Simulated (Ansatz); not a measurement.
# SiC wire along [110], 8 atoms a period, H-terminated: bands by functional and under strain

Aim: is the SiC wire along [110], 8 atoms a period, H-terminated a metal or a semiconductor?

Calculated with Ansatz 0.2.0; DFT PBE, plane waves, PAW; relaxation of a wire's period; PAW set soft_1, in the first sound run; inputs show where later runs differ.

Report form: the programs' logs are mostly left out.

## Step 1: Set-up

The cell holds 16 atoms: 4 C, 8 H and 4 Si. Cell: a = 13.770 Å, b = 12.298 Å, c = 3.097 Å, α = 90.0°, β = 90.0°, γ = 90.0°. Vacuum lies along a and b. The structure's axis is c.

## Step 2: The relaxed wire

Band widths follow the bond lengths, so the wire is relaxed first. The atoms and the third cell vector are free; the box across stays fixed as vacuum. A Fermi-Dirac smearing is set since the result may be a metal. The pressure printed is a third of the stress's trace over the whole box, vacuum included; only the stress along the axis is relaxed.

input.yaml

```yaml
crystal:
  lattice:
    - [13.77, 0.0, 0.0]
    - [0.0, 12.298, 0.0]
    - [0.0, 0.0, 3.0971277016]
  atoms:
    - { symbol: C, position: [0.38806862, 0.499984861, 0.0] }
    - { symbol: H, position: [0.405954975, 0.723502004, 0.0] }
    - { symbol: Si, position: [0.467589317, 0.625904836, 0.0] }
    - { symbol: Si, position: [0.467589317, 0.374064886, 0.0] }
    - { symbol: C, position: [0.706151409, 0.499984861, 0.0] }
    - { symbol: H, position: [0.753110908, 0.574344609, 0.0] }
    - { symbol: H, position: [0.753110908, 0.425625114, 0.0] }
    - { symbol: H, position: [0.24691358, 0.597582029, 0.5] }
    - { symbol: H, position: [0.24691358, 0.402387693, 0.5] }
    - { symbol: Si, position: [0.308547923, 0.499984861, 0.5] }
    - { symbol: C, position: [0.547110014, 0.625904836, 0.5] }
    - { symbol: C, position: [0.547110014, 0.374064886, 0.5] }
    - { symbol: H, position: [0.594069513, 0.700264583, 0.5] }
    - { symbol: H, position: [0.594069513, 0.299705139, 0.5] }
    - { symbol: Si, position: [0.626630711, 0.499984861, 0.5] }
    - { symbol: H, position: [0.405954975, 0.276467718, 0.0] }
kpoints:
  mp_grid: { grid: [1, 1, 26] }
scf:
  occupations: { method: fermi_dirac, width: 0.05 }
hamiltonian:
  xc: pbe
  pseudopotentials: { kind: paw, azcp: { folder: soft_1 } }
relax:
  cell: { fix: [a, b, alpha, beta, gamma] }
  max_steps: 45
  f_tol: 0.03
```

Launch:

```bash
$ ansatz run input.yaml --threads 4 --pin off --max-ram 16384MiB --backend cpu --events-out ev --progress --plain --runs-dir out
```

Wall time 39 s (4 threads of Arm Neoverse V1, shared host); peak memory 0.89 GiB.

The steps of the relaxation:

```
step  energy less that of the first step (eV)  largest force component (eV/Å)  pressure (GPa)  volume (Å³)
   1                                   0.0000                          0.9048           -0.02       524.48
   2                                  -0.0881                          0.2128           -0.05       531.97
   3                                  -0.1006                          0.0607           -0.06       529.80
   4                                  -0.1017                          0.0384            0.00       528.85
   5                                  -0.1018                          0.0037            0.00       528.90
  6*                                  -0.1033                          0.0036            0.00       528.90
```

Relaxation steps marked * repeat the geometry before them on a plane-wave basis chosen anew for their cell, so energy and pressure can jump there.

The run keeps the 4 symmetry operations that it works with, so distortions that break them were not tested.

```
cell as run  before  after  change
      c (Å)   3.097  3.123  +0.8 %
```

The atoms that moved most (Å, along periodic axes as changes of fractional coordinates times the final cell, across vacuum about the mean position):

```
atom      dx      dy     dz  length
 H14  -0.039   0.034  0.000   0.052
 H13  -0.039  -0.034  0.000   0.052
Si15   0.038   0.000  0.000   0.038
 C12  -0.011   0.036  0.000   0.037
 C11  -0.011  -0.036  0.000   0.037
  H6   0.008  -0.029  0.000   0.030
  H7   0.008   0.029  0.000   0.030
Si10   0.025   0.000  0.000   0.025
```

This step gave:

```
cell length along the wire : 3.123 Å
```

The cell's length comes to 3.123 Å with spin left out.

## Step 3: The perfect wire

This step: DFT PBE, plane waves, PAW; bands of a perfect wire; PAW set soft_1 (Ansatz 0.2.0).

At the relaxed period the bands are computed along the axis; those that cross an energy going forward count the channels that a perfect wire would open there.

input.yaml

```yaml
crystal:
  lattice:
    - [13.77, 0.0, 0.0]
    - [0.0, 12.298, 0.0]
    - [0.0, 0.0, 3.12325053]
  atoms:
    - { symbol: C, position: [0.388050516, 0.499984861, 0.0] }
    - { symbol: H, position: [0.406372524, 0.724886939, 0.0] }
    - { symbol: Si, position: [0.468968891, 0.624898796, 0.0] }
    - { symbol: Si, position: [0.468968891, 0.375070926, 0.0] }
    - { symbol: C, position: [0.705947135, 0.499984861, 0.0] }
    - { symbol: H, position: [0.753695758, 0.571958477, 0.0] }
    - { symbol: H, position: [0.753695758, 0.428011245, 0.0] }
    - { symbol: H, position: [0.245995454, 0.598369488, 0.5] }
    - { symbol: H, position: [0.245995454, 0.401600234, 0.5] }
    - { symbol: Si, position: [0.310330618, 0.499984861, 0.5] }
    - { symbol: C, position: [0.546331611, 0.622990244, 0.5] }
    - { symbol: C, position: [0.546331611, 0.376979478, 0.5] }
    - { symbol: H, position: [0.591229374, 0.697504142, 0.5] }
    - { symbol: H, position: [0.591229374, 0.30246558, 0.5] }
    - { symbol: Si, position: [0.629379783, 0.499984861, 0.5] }
    - { symbol: H, position: [0.406372524, 0.275082783, 0.0] }
kpoints:
  mp_grid: { grid: [1, 1, 26] }
  band_path: { path: ["Γ", Z], npoints: 90 }
scf:
  occupations: { method: fermi_dirac, width: 0.05 }
hamiltonian:
  xc: pbe
  pseudopotentials: { kind: paw, azcp: { folder: soft_1 } }
output:
  dos: { e_range: [-5, 4] }
  write_potential: true
  write_density: true
  volumetric_format: npy
```

The job ended after 38 s (4 threads; peak memory 1.3 GiB).

This step gave:

- band gap: 3.622 eV

Electronic bands along the path, in eV, zero at the Fermi level:

```
  point  band 17  band 18  band 19  band 20  band 21  band 22  band 23  band 24
      Γ    -2.71    -2.70    -2.47    -1.81     1.81     2.60     2.96     3.24
halfway    -3.33    -3.18    -2.95    -2.88     2.98     3.33     3.37     3.71
      Z    -3.80    -3.79    -3.75    -3.30     2.33     2.40     3.62     3.94
```

The gap is 3.62 eV, with spin left out.

On this path the gap is direct, 3.62 eV, with the valence top at Γ and the conduction bottom at Γ.

## Step 4: Another level of theory, cutoff 500 eV, k-mesh 1×1×20

This step: DFT r2SCAN, plane waves, PAW; bands of a perfect wire at the PBE geometry; PAW set soft_1 (Ansatz 0.2.0).

The atoms stay at the PBE geometry and the functional changes. r2SCAN also reads the kinetic-energy density; it often gives larger moments and wider gaps than PBE, at a higher cost. Against the first PBE run of this kind, the cutoff is 500 eV against 420 and the mesh along the wire has 20 points against 26.

Changes to input.yaml since step 3:

```diff
@@ -23,3 +23,3 @@
 kpoints:
-  mp_grid: { grid: [1, 1, 26] }
+  mp_grid: { grid: [1, 1, 20] }
   band_path: { path: ["Γ", Z], npoints: 90 }
@@ -28,8 +28,3 @@
 hamiltonian:
-  xc: pbe
+  xc: r2scan
   pseudopotentials: { kind: paw, azcp: { folder: soft_1 } }
-output:
-  dos: { e_range: [-5, 4] }
-  write_potential: true
-  write_density: true
-  volumetric_format: npy
```

Wall time 71 s (4 threads); peak memory 2.2 GiB.

This step gave:

| Item | Value |
| --- | --- |
| band gap | 4.067 eV |

The electronic bands at the labelled points (eV, zero at the Fermi level):

```
  point  band 17  band 18  band 19  band 20  band 21  band 22  band 23  band 24
      Γ    -2.97    -2.96    -2.72    -2.03     2.03     3.11     3.45     3.84
halfway    -3.64    -3.47    -3.25    -3.16     3.39     3.59     3.67     4.14
      Z    -4.13    -4.11    -4.07    -3.62     2.56     2.59     3.89     4.25
```

The gap is 4.07 eV, against 3.62 eV under PBE at the relaxed period.

## Step 5: Another level of theory, level HSE06, cutoff 420 eV

This step: DFT HSE06, plane waves, PAW; levels of a perfect wire at the PBE geometry; PAW set soft_1 (Ansatz 0.2.0).

The atoms stay at the PBE geometry and the functional changes. HSE06 mixes in a quarter of short-range exact exchange, which removes part of the self-interaction that closes gaps; it is dear, so the mesh is thinner and no path is run. Against the first PBE run of this kind, the mesh along the wire has 10 points against 26.

Changes to input.yaml since step 4:

```diff
@@ -23,4 +23,3 @@
 kpoints:
-  mp_grid: { grid: [1, 1, 20] }
-  band_path: { path: ["Γ", Z], npoints: 90 }
+  mp_grid: { grid: [1, 1, 10] }
 scf:
@@ -28,3 +27,3 @@
 hamiltonian:
-  xc: r2scan
+  xc: hse06
   pseudopotentials: { kind: paw, azcp: { folder: soft_1 } }
```

Elapsed: 56 s, on 4 threads; peak memory 6.3 GiB; 3.6 min of CPU time.

Numbers from this step:

| Property | Result |
| --- | --- |
| band gap | 4.669 eV |

The gap is 4.67 eV, against 3.62 eV under PBE at the relaxed period.

## Step 6: Strain along the wire, period over the relaxed period 1.06

This step: DFT PBE, plane waves, PAW; relaxation at a fixed period; PAW set soft_1 (Ansatz 0.2.0).

The period is set to 1.06 times the relaxed one and the atoms relax within it: strain changes bond lengths and angles, which shifts the bands against each other. Against the first PBE run of this kind, the mesh along the wire has 19 points against 26.

The cell differs from the one that the last finished run ended in (c 3.123 → 3.311 Å).

Changes to input.yaml since step 5:

```diff
@@ -4,3 +4,3 @@
     - [0.0, 12.298, 0.0]
-    - [0.0, 0.0, 3.12325053]
+    - [0.0, 0.0, 3.3106455618]
   atoms:
@@ -23,3 +23,4 @@
 kpoints:
-  mp_grid: { grid: [1, 1, 10] }
+  mp_grid: { grid: [1, 1, 19] }
+  band_path: { path: ["Γ", Z], npoints: 90 }
 scf:
@@ -27,3 +28,8 @@
 hamiltonian:
-  xc: hse06
+  xc: pbe
   pseudopotentials: { kind: paw, azcp: { folder: soft_1 } }
+relax:
+  max_steps: 40
+  f_tol: 0.02
+output:
+  stress: true
```

Wall time 46 s (4 threads); peak memory 1.4 GiB.

Relaxation path:

```
step  energy less that of the first step (eV)  largest force component (eV/Å)
   1                                   0.0000                          0.6299
   2                                  -0.0536                          0.2534
   3                                  -0.0577                          0.0309
   4                                  -0.0579                          0.0089
```

Forces are held to the 4 operations that the run works with; a distortion that breaks them can't arise in this run.

The atoms that moved most (Å):

```
atom      dx      dy     dz  length
  C5  -0.072   0.000  0.000   0.072
  H8   0.070   0.003  0.000   0.070
  H9   0.070  -0.003  0.000   0.070
  H6  -0.064  -0.004  0.000   0.064
  H7  -0.064   0.004  0.000   0.064
Si10   0.064   0.000  0.000   0.064
 H16   0.032  -0.010  0.000   0.033
  H2   0.032   0.010  0.000   0.033
```

Final coordinates:

```cif
data_structure
_symmetry_space_group_name_H-M 'P 1'
_symmetry_Int_Tables_number 1
_cell_length_a 13.7700
_cell_length_b 12.2980
_cell_length_c 3.3106
_cell_angle_alpha 90.000
_cell_angle_beta 90.000
_cell_angle_gamma 90.000
_cell_volume 560.64
loop_
_atom_site_label
_atom_site_type_symbol
_atom_site_fract_x
_atom_site_fract_y
_atom_site_fract_z
_atom_site_occupancy
C1 C 0.38935 0.49998 0.00000 1
H2 H 0.40867 0.72571 0.00000 1
Si3 Si 0.47029 0.62507 0.00000 1
Si4 Si 0.47029 0.37490 0.00000 1
C5 C 0.70073 0.49998 0.00000 1
H6 H 0.74906 0.57164 0.00000 1
H7 H 0.74906 0.42833 0.00000 1
H8 H 0.25107 0.59858 0.50000 1
H9 H 0.25107 0.40139 0.50000 1
Si10 Si 0.31497 0.49998 0.50000 1
C11 C 0.54431 0.62337 0.50000 1
C12 C 0.54431 0.37660 0.50000 1
H13 H 0.58986 0.69749 0.50000 1
H14 H 0.58986 0.30248 0.50000 1
Si15 Si 0.62734 0.49998 0.50000 1
H16 H 0.40867 0.27426 0.00000 1
```

This step gave:

* band gap: 3.444 eV

The electronic bands at the labelled points (eV, zero at the Fermi level):

```
  point  band 17  band 18  band 19  band 20  band 21  band 22  band 23  band 24
      Γ    -2.48    -2.31    -1.98    -1.73     1.71     2.88     3.04     3.27
halfway    -2.85    -2.55    -2.48    -2.23     3.39     3.75     3.76     4.07
      Z    -3.32    -3.04    -3.00    -2.93     2.91     3.03     4.20     4.67
```

The gap is 3.44 eV, against 3.62 eV under PBE at the relaxed period.

## Step 7: Strain along the wire, period over the relaxed period 1.03

The period is set to 1.03 times the relaxed one and the atoms relax within it: strain changes bond lengths and angles, which shifts the bands against each other. Against the first PBE run of this kind, the mesh along the wire has 19 points against 26.

The cell differs from the one that the last finished run ended in (c 3.311 → 3.217 Å).

Changes to input.yaml since step 6:

```diff
@@ -4,3 +4,3 @@
     - [0.0, 12.298, 0.0]
-    - [0.0, 0.0, 3.3106455618]
+    - [0.0, 0.0, 3.2169480459]
   atoms:
```

Wall time 46 s (4 threads); peak memory 1.4 GiB.

Step by step:

```
step  energy less that of the first step (eV)  largest force component (eV/Å)
   1                                   0.0000                          0.3612
   2                                  -0.0150                          0.1599
   3                                  -0.0168                          0.0152
   4                                  -0.0168                          0.0152
```

The run keeps the 4 symmetry operations that it works with, so distortions that break them were not tested.

The atoms that moved most (Å):

```
atom      dx      dy     dz  length
  C5  -0.035   0.000  0.000   0.035
  H8   0.035   0.001  0.000   0.035
  H9   0.035  -0.001  0.000   0.035
Si10   0.031   0.000  0.000   0.031
  H6  -0.031  -0.002  0.000   0.031
  H7  -0.031   0.002  0.000   0.031
  H2   0.016   0.003  0.000   0.016
 H16   0.016  -0.003  0.000   0.016
```

The relaxed structure:

```xyz
16
Lattice="13.7700 0.0000 0.0000 0.0000 12.2980 0.0000 0.0000 0.0000 3.2169" Properties=species:S:1:pos:R:3
C     5.3514    6.1488    0.0000
H     5.6114    8.9179    0.0000
Si    6.4673    7.6847    0.0000
Si    6.4673    4.6130    0.0000
C     9.6858    6.1488    0.0000
H    10.3470    7.0321    0.0000
H    10.3470    5.2655    0.0000
H     3.4219    7.3600    1.6085
H     3.4219    4.9377    1.6085
Si    4.3047    6.1488    1.6085
C     7.5089    7.6620    1.6085
C     7.5089    4.6356    1.6085
H     8.1309    8.5763    1.6085
H     8.1309    3.7213    1.6085
Si    8.6544    6.1488    1.6085
H     5.6114    3.3797    0.0000
```

Numbers from this step:

```yaml
band_gap: 3.594 eV
```

Electronic bands along the path, in eV, zero at the Fermi level:

```
  point  band 17  band 18  band 19  band 20  band 21  band 22  band 23  band 24
      Γ    -2.63    -2.49    -2.33    -1.80     1.79     2.80     3.02     3.42
halfway    -3.08    -2.86    -2.71    -2.55     3.19     3.54     3.58     3.90
      Z    -3.56    -3.42    -3.37    -3.10     2.63     2.73     3.92     4.32
```

The gap is 3.59 eV, against 3.62 eV under PBE at the relaxed period.

## Step 8: Summary of results

```json
{
  "cell length, PBE": "3.123 Å",
  "gap, PBE": "3.62 eV",
  "gap, r2SCAN": "4.07 eV",
  "gap, HSE06": "4.67 eV",
  "gap, period scaled by 1.06": "3.44 eV",
  "gap, period scaled by 1.03": "3.59 eV"
}
```

What this shows: Under PBE the cell's length is 3.12 Å, and a gap of 3.62 eV makes it a semiconductor. At the relaxed period the wire is gapped under every functional, from 3.62 eV (PBE) to 4.67 eV (HSE06). Weak screening in one dimension makes quasiparticle gaps larger than the semilocal gaps, as a rule. Strain matters: under PBE the gap goes from 3.62 eV to 3.59 eV at 1.03 times the period and 3.44 eV at 1.06 times the period. Plain hydrogen on a compound's surface is a simple closure: it may leave surface states, and facets that end in unlike atoms put a field across the wire, both of which shrink the gap. A hybrid's gap is read on a coarse mesh, without a band path.

[Logs are printed without paths, hosts, clocks, repeated set-up lines and the standing remarks that a program may print on its own settings, such as how far it seeks lower states.]

[Hosts, paths, dates, database ids (printed as entryN), source tags and the programs' standing remarks are cut or masked in the printed files.]
